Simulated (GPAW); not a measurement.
# S K-edge XANES of CSO (R3m)

Aim: the near-edge shape at the S K edge of CSO (R3m), and what the core hole does to it.

Main program and level: GPAW 26.7.0; X-ray absorption from dipole matrix elements to empty bands, plane-wave PAW LDA.

Most raw output is cut from this account.

**1. The structure**

Symmetry: R3m, No. 160, trigonal system. Conventional cell: a = 6.588 Å, b = 6.588 Å, c = 6.071 Å, α = 90.00°, β = 90.00°, γ = 120.00°. Nearest to S lie 1 C at 1.56 Å. Nearest to O lie 1 C at 1.18 Å. Nearest to C lie 1 O at 1.18 Å and 1 S at 1.56 Å. Farther neighbours and most contacts between anions are not listed.

**2. Ground state of the crystal**

The ground state comes first: it tells whether the system has a gap, which decides how the excited electron is treated.

The input, scf.py:

```python
import numpy as np
from ase import Atoms
from ase.parallel import parprint, paropen
from gpaw import GPAW, PW, FermiDirac, Mixer, MixerDif, setup_paths
from gpaw.test import gen
setup_paths.insert(0, '.')
gen('S', name='nch1s', xcname='LDA', corehole=(1, 0, 0), write_xml=True)
from gpaw.mpi import world
world.barrier()

atoms = Atoms('SOC',
    cell=[[3.29398903, 1.90178545, 2.02351958],
     [-3.29398903, 1.90178545, 2.02351958],
     [0, -3.8035709, 2.02351958]],
    scaled_positions=[[0.541004, 0.541004, 0.541004],
     [0.991493, 0.991493, 0.991493],
     [0.797703, 0.797703, 0.797703]],
    pbc=True)
atoms.calc = calc = GPAW(legacy_gpaw=True, mode=PW(500, force_complex_dtype=True), xc='LDA', setups={0: 'nch1s'},
    kpts={'size': (6, 6, 6), 'gamma': True}, occupations=FermiDirac(0.05),
    charge=0, mixer=Mixer(0.1, 5, 50), maxiter=150,
    convergence={'density': 0.0001, 'eigenstates': 1e-6}, txt='scf.txt')
energy = atoms.get_potential_energy() + calc.get_reference_energy()
ef = calc.get_fermi_level()
out = dict(energy=energy, fermi=ef, forces=atoms.get_forces().tolist())
parprint(f'all-electron energy {energy:.4f} eV, Fermi level {ef:.4f} eV')
ev = np.array([[calc.get_eigenvalues(k, s) for k in range(len(calc.get_ibz_k_points()))] for s in range(calc.get_number_of_spins())])
out['homo'], out['lumo'], out['counts'] = ev[ev < ef].max(), ev[ev > ef].min(), sorted(set((ev < ef).sum((0, 2)).tolist()))
out['filled'] = (ev[:, 0] < ef).sum(1).tolist()
import json
with paropen('out.json', 'w') as f:
    json.dump(out, f)
```

Started as:

```console
$ OMP_NUM_THREADS=1 mpirun -n 4 gpaw python scf.py
```

Wall time 8.7 s (4 MPI ranks of Intel Xeon Platinum 8488C (Sapphire Rapids), shared host); peak memory 0.18 GiB; 34 s of CPU time.

The mesh shows a gap of 4.79 eV, so the hole is first treated in a charged cell, without the excited electron.

**3. Spectrum without a core hole, S atom 1**

This cheap baseline ignores the attraction of the hole: it shows the absorber's empty states as they are in the ground state. The data set with a hole of occupation 0 only carries the core orbital.

The absorber has 1 C at 1.56 Å (terminal, site symmetry 3m).

The input, xas.py:

```python
import numpy as np
from ase import Atoms
from ase.parallel import parprint, paropen
from gpaw import GPAW, PW, FermiDirac, Mixer, MixerDif, setup_paths
from gpaw.test import gen
setup_paths.insert(0, '.')
gen('S', name='nch1s', xcname='LDA', corehole=(1, 0, 0), write_xml=True)
from gpaw.mpi import world
world.barrier()

atoms = Atoms('SOC',
    cell=[[3.29398903, 1.90178545, 2.02351958],
     [-3.29398903, 1.90178545, 2.02351958],
     [0, -3.8035709, 2.02351958]],
    scaled_positions=[[0.541004, 0.541004, 0.541004],
     [0.991493, 0.991493, 0.991493],
     [0.797703, 0.797703, 0.797703]],
    pbc=True)
atoms.calc = calc = GPAW(legacy_gpaw=True, mode=PW(500, force_complex_dtype=True), xc='LDA', setups={0: 'nch1s'},
    kpts={'size': (6, 6, 6), 'gamma': True}, occupations=FermiDirac(0.02),
    charge=0, mixer=Mixer(0.1, 5, 50), maxiter=150,
    convergence={'density': 0.0001, 'eigenstates': 1e-6}, txt='scf.txt')
energy = atoms.get_potential_energy() + calc.get_reference_energy()
ef = calc.get_fermi_level()
out = dict(energy=energy, fermi=ef, forces=atoms.get_forces().tolist())
parprint(f'all-electron energy {energy:.4f} eV, Fermi level {ef:.4f} eV')
ev = np.array([[calc.get_eigenvalues(k, s) for k in range(len(calc.get_ibz_k_points()))] for s in range(calc.get_number_of_spins())])
out['homo'], out['lumo'], out['counts'] = ev[ev < ef].max(), ev[ev > ef].min(), sorted(set((ev < ef).sum((0, 2)).tolist()))
out['filled'] = (ev[:, 0] < ef).sum(1).tolist()

from ase.units import Ha
from gpaw.xas import dipole_matrix_elements
nb = int(calc.get_number_of_electrons() / 2) + 48
top, nb = nb, nb + 8 + nb // 12
nscf = calc.fixed_density(kpts={'size': (6, 6, 6), 'gamma': True}, nbands=nb,
    convergence={'bands': top, 'eigenstates': 5e-3}, maxiter=60, txt='nscf.txt')
cell = atoms.cell.array
ops = [cell.T @ U.T @ np.linalg.inv(cell.T) for U in nscf.wfs.kd.symmetry.op_scc]
filled = [8]  # bands filled in the ground state, by spin
E = np.arange(-25, 34, 0.1)
fwhm = np.interp(E, [4, 25], [0.9, 3.5])
Y, X, zero, highest = 0, 0, 1e9, 1e9
for spin in range(nscf.get_number_of_spins()):
    wfs = nscf.wfs
    mine = wfs.bd.get_slice()  # this rank's bands
    A = dipole_matrix_elements(wfs.setups[0])
    eps = np.zeros((wfs.kd.nibzkpts, nb))
    d = np.zeros((3, A.shape[1], wfs.kd.nibzkpts, nb), complex)
    for kpt in wfs.kpt_u:
        if kpt.s == spin and 0 in kpt.P_ani:
            eps[kpt.k, mine] = kpt.eps_n * Ha
            d[:, :, kpt.k, mine] = (kpt.weight * wfs.nspins / 2) ** 0.5 * np.inner(A, kpt.P_ani[0])
    world.sum(eps)
    world.sum(d)
    T = np.einsum('amkn,bmkn->abkn', d, d.conj()).real
    T = sum(np.einsum('ai,ijkn,bj->abkn', R, T, R) for R in ops) / len(ops)
    empty = np.ones_like(eps, bool) & (np.arange(nb) >= filled[spin])
    zero, highest = min(zero, eps[empty].min()), min(highest, eps[:, top - 1].min())
    lines = [(eps, T, empty)] if spin == 0 else lines + [(eps, T, empty)]
for eps, T, empty in lines:
    f = np.einsum('aakn->akn', T).reshape(3, -1)
    x = eps.ravel() - zero
    w = np.interp(x, E, fwhm) / 2.35482
    g = np.exp(-0.5 * ((E[:, None] - x) / w) ** 2) / (w * (2 * np.pi) ** 0.5)
    Y = Y + (f * empty.ravel()) @ g.T
    X = X + (f * ~empty.ravel()) @ g.T
out.update(E=E.round(2).tolist(), xas=Y.tolist(), xes=X.tolist(), zero=zero, valid=highest - zero, nk=len(eps), nb=nb)
for i in range(0, len(E), 10):
    parprint(f'{E[i]:7.2f}', *(f'{v:10.3e}' for v in Y[:, i]))
import json
with paropen('out.json', 'w') as f:
    json.dump(out, f)
```

Started as:

```console
$ OMP_NUM_THREADS=1 mpirun -n 4 gpaw python xas.py
```

It took 22 s on 4 MPI ranks; peak memory 0.28 GiB.

The S K spectrum, S atom 1, no core hole (energy from the lowest empty level; intensity scaled to a mean of 1 over the first 20 eV; polarised curves are means over the symmetry-equivalent atoms):

```csv
E (eV),isotropic,ε ⊥ c,ε ∥ c
-2.0,0.00,0.00,0.00
-1.5,0.00,0.00,0.00
-1.0,0.02,0.03,0.00
-0.5,0.43,0.64,0.02
0.0,2.31,3.43,0.08
0.5,3.04,4.51,0.11
1.0,1.22,1.76,0.15
1.5,0.50,0.45,0.61
2.0,1.17,0.54,2.43
2.5,1.66,0.56,3.86
3.0,1.47,0.45,3.51
3.5,1.74,0.65,3.92
4.0,1.24,0.66,2.39
4.5,1.08,0.98,1.28
5.0,1.52,1.65,1.25
5.5,1.50,1.66,1.19
6.0,1.20,1.17,1.24
6.5,0.98,0.94,1.06
7.0,0.88,0.90,0.84
7.5,0.92,0.83,1.09
8.0,0.97,0.69,1.52
8.5,0.94,0.61,1.62
9.0,0.88,0.63,1.39
9.5,0.86,0.69,1.20
10.0,0.84,0.71,1.09
10.5,0.78,0.67,0.98
11.0,0.74,0.63,0.95
11.5,0.75,0.64,0.99
12.0,0.78,0.67,1.02
12.5,0.78,0.68,0.99
13.0,0.74,0.66,0.89
13.5,0.69,0.64,0.78
14.0,0.66,0.64,0.69
14.5,0.66,0.67,0.63
15.0,0.67,0.72,0.57
15.5,0.67,0.76,0.51
16.0,0.67,0.78,0.45
16.5,0.67,0.79,0.43
17.0,0.68,0.79,0.44
17.5,0.69,0.80,0.49
18.0,0.72,0.81,0.55
18.5,0.76,0.83,0.61
19.0,0.80,0.86,0.66
19.5,0.83,0.89,0.71
20.0,0.87,0.93,0.76
20.5,0.92,0.98,0.81
21.0,0.99,1.04,0.88
21.5,1.06,1.10,0.97
22.0,1.14,1.16,1.09
22.5,1.21,1.20,1.23
23.0,1.27,1.21,1.37
23.5,1.30,1.19,1.50
24.0,1.30,1.14,1.61
24.5,1.28,1.07,1.70
25.0,1.25,1.00,1.75
25.5,1.20,0.92,1.78
26.0,1.15,0.84,1.78
26.5,1.10,0.78,1.75
27.0,1.05,0.72,1.70
27.5,0.99,0.67,1.64
28.0,0.94,0.63,1.56
28.5,0.89,0.60,1.47
29.0,0.85,0.59,1.37
29.5,0.81,0.59,1.26
30.0,0.78,0.60,1.15
30.5,0.77,0.63,1.04
31.0,0.76,0.66,0.95
31.5,0.75,0.69,0.87
32.0,0.75,0.72,0.81
```

Main maxima below 24 eV (height): 0.4 eV (3.19), 2.5 eV (1.66), 3.5 eV (1.74), 5.2 eV (1.58), 8.1 eV (0.97) and 23.8 eV (1.30). A K edge sees empty p states on the absorber.

The same matrix elements for filled bands give the S K emission of S atom 1 (ground-state approximation; energy from the lowest empty level, largest value 1):

```csv
E (eV),emission
-24.00,0.00
-23.25,0.00
-22.50,0.00
-21.75,0.00
-21.00,0.00
-20.25,0.00
-19.50,0.00
-18.75,0.01
-18.00,0.07
-17.25,0.01
-16.50,0.00
-15.75,0.00
-15.00,0.00
-14.25,0.00
-13.50,0.00
-12.75,0.00
-12.00,0.00
-11.25,0.03
-10.50,0.02
-9.75,0.13
-9.00,0.36
-8.25,0.05
-7.50,0.00
-6.75,0.00
-6.00,0.05
-5.25,0.83
-4.50,0.45
-3.75,0.01
-3.00,0.00
-2.25,0.00
-1.50,0.00
-0.75,0.00
0.00,0.00
0.75,0.00
1.50,0.00
2.25,0.00
3.00,0.00
```

Emission maxima: -18.0 eV (0.07), -9.2 eV (0.37) and -5.0 eV (1.00).

**4. Reference energy of the supercell**

The photon energy needs a difference of total energies, so the cell and mesh of the coming hole run are first run without a hole.

scf.py: that of step 2 with these lines changed.

```diff
@@ -10,12 +10,15 @@
 
-atoms = Atoms('SOC',
-    cell=[[3.29398903, 1.90178545, 2.02351958],
-     [-3.29398903, 1.90178545, 2.02351958],
-     [0, -3.8035709, 2.02351958]],
-    scaled_positions=[[0.541004, 0.541004, 0.541004],
-     [0.991493, 0.991493, 0.991493],
-     [0.797703, 0.797703, 0.797703]],
+atoms = Atoms('S2O2C2',
+    cell=[[0, -3.8035709, -4.04703916],
+     [3.29398903, -1.90178545, 4.04703916],
+     [-3.29398903, -1.90178545, 4.04703916]],
+    scaled_positions=[[0.729498, 0.270502, 0.270502],
+     [0.229498, 0.770502, 0.770502],
+     [0.5042535, 0.4957465, 0.4957465],
+     [0.0042535, 0.9957465, 0.9957465],
+     [0.6011485, 0.3988515, 0.3988515],
+     [0.1011485, 0.8988515, 0.8988515]],
     pbc=True)
 atoms.calc = calc = GPAW(legacy_gpaw=True, mode=PW(500, force_complex_dtype=True), xc='LDA', setups={0: 'nch1s'},
-    kpts={'size': (6, 6, 6), 'gamma': True}, occupations=FermiDirac(0.05),
+    kpts={'size': (4, 4, 4), 'gamma': True}, occupations=FermiDirac(0.02),
     charge=0, mixer=Mixer(0.1, 5, 50), maxiter=150,
```

Started as:

```console
$ OMP_NUM_THREADS=1 mpirun -n 4 gpaw python scf.py
```

Run time: 12 s. Hardware: 4 MPI ranks; peak memory 0.22 GiB.

Reference energy: -27785.046 eV with the cores included.

**5. Spectrum with FCH, S atom 1**

The holes are 5.6 Å apart. In GPAW the data set carries the hole's charge, so charge=0 means a charged cell and charge=-1 a neutral one. The excited electron is left out and a uniform background balances the charge. After the field has converged, empty bands are computed with the density fixed and the dipole matrix elements are summed.

xas.py: that of step 3 with these lines changed.

```diff
@@ -6,3 +6,3 @@
 setup_paths.insert(0, '.')
-gen('S', name='nch1s', xcname='LDA', corehole=(1, 0, 0), write_xml=True)
+gen('S', name='fch1s', xcname='LDA', corehole=(1, 0, 1), write_xml=True)
 from gpaw.mpi import world
@@ -10,12 +10,15 @@
 
-atoms = Atoms('SOC',
-    cell=[[3.29398903, 1.90178545, 2.02351958],
-     [-3.29398903, 1.90178545, 2.02351958],
-     [0, -3.8035709, 2.02351958]],
-    scaled_positions=[[0.541004, 0.541004, 0.541004],
-     [0.991493, 0.991493, 0.991493],
-     [0.797703, 0.797703, 0.797703]],
+atoms = Atoms('S2O2C2',
+    cell=[[0, -3.8035709, -4.04703916],
+     [3.29398903, -1.90178545, 4.04703916],
+     [-3.29398903, -1.90178545, 4.04703916]],
+    scaled_positions=[[0.729498, 0.270502, 0.270502],
+     [0.229498, 0.770502, 0.770502],
+     [0.5042535, 0.4957465, 0.4957465],
+     [0.0042535, 0.9957465, 0.9957465],
+     [0.6011485, 0.3988515, 0.3988515],
+     [0.1011485, 0.8988515, 0.8988515]],
     pbc=True)
-atoms.calc = calc = GPAW(legacy_gpaw=True, mode=PW(500, force_complex_dtype=True), xc='LDA', setups={0: 'nch1s'},
-    kpts={'size': (6, 6, 6), 'gamma': True}, occupations=FermiDirac(0.02),
+atoms.calc = calc = GPAW(legacy_gpaw=True, mode=PW(500, force_complex_dtype=True), xc='LDA', setups={0: 'fch1s'},
+    kpts={'size': (4, 4, 4), 'gamma': True}, occupations=FermiDirac(0.02),
     charge=0, mixer=Mixer(0.1, 5, 50), maxiter=150,
@@ -32,5 +35,5 @@
 from gpaw.xas import dipole_matrix_elements
-nb = int(calc.get_number_of_electrons() / 2) + 48
+nb = int(calc.get_number_of_electrons() / 2) + 93
 top, nb = nb, nb + 8 + nb // 12
-nscf = calc.fixed_density(kpts={'size': (6, 6, 6), 'gamma': True}, nbands=nb,
+nscf = calc.fixed_density(kpts={'size': (5, 5, 5), 'gamma': True}, nbands=nb,
     convergence={'bands': top, 'eigenstates': 5e-3}, maxiter=60, txt='nscf.txt')
@@ -38,4 +41,4 @@
 ops = [cell.T @ U.T @ np.linalg.inv(cell.T) for U in nscf.wfs.kd.symmetry.op_scc]
-filled = [8]  # bands filled in the ground state, by spin
-E = np.arange(-25, 34, 0.1)
+filled = [16]  # bands filled in the ground state, by spin
+E = np.arange(-6, 34, 0.1)
 fwhm = np.interp(E, [4, 25], [0.9, 3.5])
```

Started as:

```console
$ OMP_NUM_THREADS=1 mpirun -n 4 gpaw python xas.py
```

Run time: 49 s. Hardware: 4 MPI ranks; peak memory 0.37 GiB.

The S K spectrum, S atom 1, full core hole (charged cell) (energy from the lowest empty level; intensity scaled to a mean of 1 over the first 20 eV; polarised curves are means over the symmetry-equivalent atoms):

```csv
E (eV),isotropic,ε ⊥ c,ε ∥ c
-2.0,0.00,0.00,0.00
-1.0,0.10,0.16,0.00
0.0,4.12,6.16,0.02
1.0,1.74,0.29,4.65
2.0,3.30,0.03,9.85
3.0,0.31,0.10,0.73
4.0,0.33,0.25,0.47
5.0,0.44,0.37,0.58
6.0,0.76,0.81,0.64
7.0,1.21,1.37,0.88
8.0,1.02,0.99,1.07
9.0,0.74,0.64,0.93
10.0,0.63,0.49,0.92
11.0,0.59,0.51,0.74
12.0,0.60,0.52,0.76
13.0,0.73,0.66,0.87
14.0,0.82,0.78,0.88
15.0,0.79,0.79,0.80
16.0,0.79,0.84,0.68
17.0,0.83,0.95,0.60
18.0,0.86,0.97,0.62
19.0,0.88,0.92,0.80
20.0,0.98,0.93,1.07
21.0,1.13,1.01,1.36
22.0,1.29,1.12,1.63
23.0,1.43,1.22,1.85
24.0,1.48,1.25,1.95
25.0,1.41,1.18,1.88
26.0,1.23,1.02,1.66
27.0,1.01,0.84,1.36
28.0,0.82,0.71,1.06
29.0,0.69,0.62,0.82
30.0,0.62,0.60,0.66
31.0,0.60,0.62,0.55
32.0,0.64,0.70,0.52
```

Main maxima below 24 eV (height): 0.0 eV (4.12), 1.6 eV (5.30), 7.1 eV (1.21) and 23.9 eV (1.48). 

The hole costs E(hole) − E(ground) = 2474.91 eV, and the lowest empty level of the hole cell on the spectrum's mesh lies at 0.60 eV, which puts the zero at 2475.52 eV. One term is added: -16.82 eV, since the hole is spin-paired here and a spin-polarised one costs that much less in the free atom (computed apart). The photon energy is then 2458.70 eV. The functional and the charged cell's background leave an error in such absolute values: in the free atom LDA prices this hole 9.1 eV below PBE (computed apart), and PBE is itself good to a few eV.

**6. With and without the hole**

Both curves are counted from their own zero, so only the shift of weight within the empty states shows.

```csv
E (eV),no hole,FCH
-2.0,0.00,0.00
-1.0,0.02,0.10
0.0,2.31,4.12
1.0,1.22,1.74
2.0,1.17,3.30
3.0,1.47,0.31
4.0,1.24,0.33
5.0,1.52,0.44
6.0,1.20,0.76
7.0,0.88,1.21
8.0,0.97,1.02
9.0,0.88,0.74
10.0,0.84,0.63
11.0,0.74,0.59
12.0,0.78,0.60
13.0,0.74,0.73
14.0,0.66,0.82
15.0,0.67,0.79
16.0,0.67,0.79
17.0,0.68,0.83
18.0,0.72,0.86
19.0,0.80,0.88
20.0,0.87,0.98
21.0,0.99,1.13
22.0,1.14,1.29
23.0,1.27,1.43
24.0,1.30,1.48
25.0,1.25,1.41
26.0,1.15,1.23
27.0,1.05,1.01
28.0,0.94,0.82
29.0,0.85,0.69
30.0,0.78,0.62
31.0,0.76,0.60
32.0,0.75,0.64
```

With each curve scaled to its own mean, the area from −2 to 6 eV with the hole is 10.6 against 9.8, and the centre of weight from −1 to 20 eV moves by -0.5 eV (first and strongest maxima below 20 eV: 0.4 eV (3.19), 2.5 eV (1.66) and 3.5 eV (1.74) without the hole, 0.0 eV (4.12), 1.6 eV (5.30) and 7.1 eV (1.21) with it); the shape changes all the same, by 81 % r.m.s.

**7. Summary of results**

| Quantity | Value |
| --- | --- |
| absorber and edge | S K, atom 1 of the ground-state input (counted from 1) |
| surroundings | 1 C at 1.56 Å (terminal, site symmetry 3m) |
| highest intensity below 16 eV | 1.6 eV above the zero, height 5.30 |
| photon energy of the zero, with the added terms | 2458.7 eV (raw 2475.5 eV; LDA puts this hole about 9 eV below PBE, itself good to a few eV) |

What this shows: The S K edge of atom 1, with 1 C at 1.56 Å (terminal, site symmetry 3m), has its highest intensity of the first 16 eV at 1.6 eV above the zero, near 2460 eV in photon energy (LDA puts this hole about 9 eV below PBE, itself good to a few eV), 5.3 times the mean level of the first 20 eV (Gaussian full width 0.9 eV up to 4 eV, rising linearly to 3.5 eV at 25 eV). With each curve scaled to its own mean, the area from −2 to 6 eV with the hole is 10.6 against 9.8, and the centre of weight from −1 to 20 eV moves by -0.5 eV (first and strongest maxima below 20 eV: 0.4 eV (3.19), 2.5 eV (1.66) and 3.5 eV (1.74) without the hole, 0.0 eV (4.12), 1.6 eV (5.30) and 7.1 eV (1.21) with it); the shape changes all the same, by 81 % r.m.s. At the S K edge of atom 1 polarisation matters most near 1.6 eV, where the curves differ by 15.8 on this scale. The holes are only 5.6 Å apart, so the shape is probably not converged with cell size; no larger cell was run here. The mesh is coarse (0.24 Å⁻¹ between points), so small maxima may be mesh ripples. Lifetime broadening is put in by hand, and intensities beyond about 20 eV depend on it and on the partial waves. The structure is a computed Materials Project entry and may be a hypothetical form.

[Logs are printed without paths, hosts, clocks, repeated set-up lines and the standing remarks that a program may print on its own settings, such as how far it seeks lower states.]

[Hosts, paths, dates, database ids (printed as entryN), source tags and the programs' standing remarks are cut or masked in the printed files.]

[Lists of maxima count a maximum above −3 eV only where it reaches 4 % of the highest in the window and stands out from its surroundings by 2 % of it (1.5 % where it reaches 55 %); shoulders and weaker maxima are passed over, and of the rest the first, up to two pre-edge ones and the few strongest are named.]
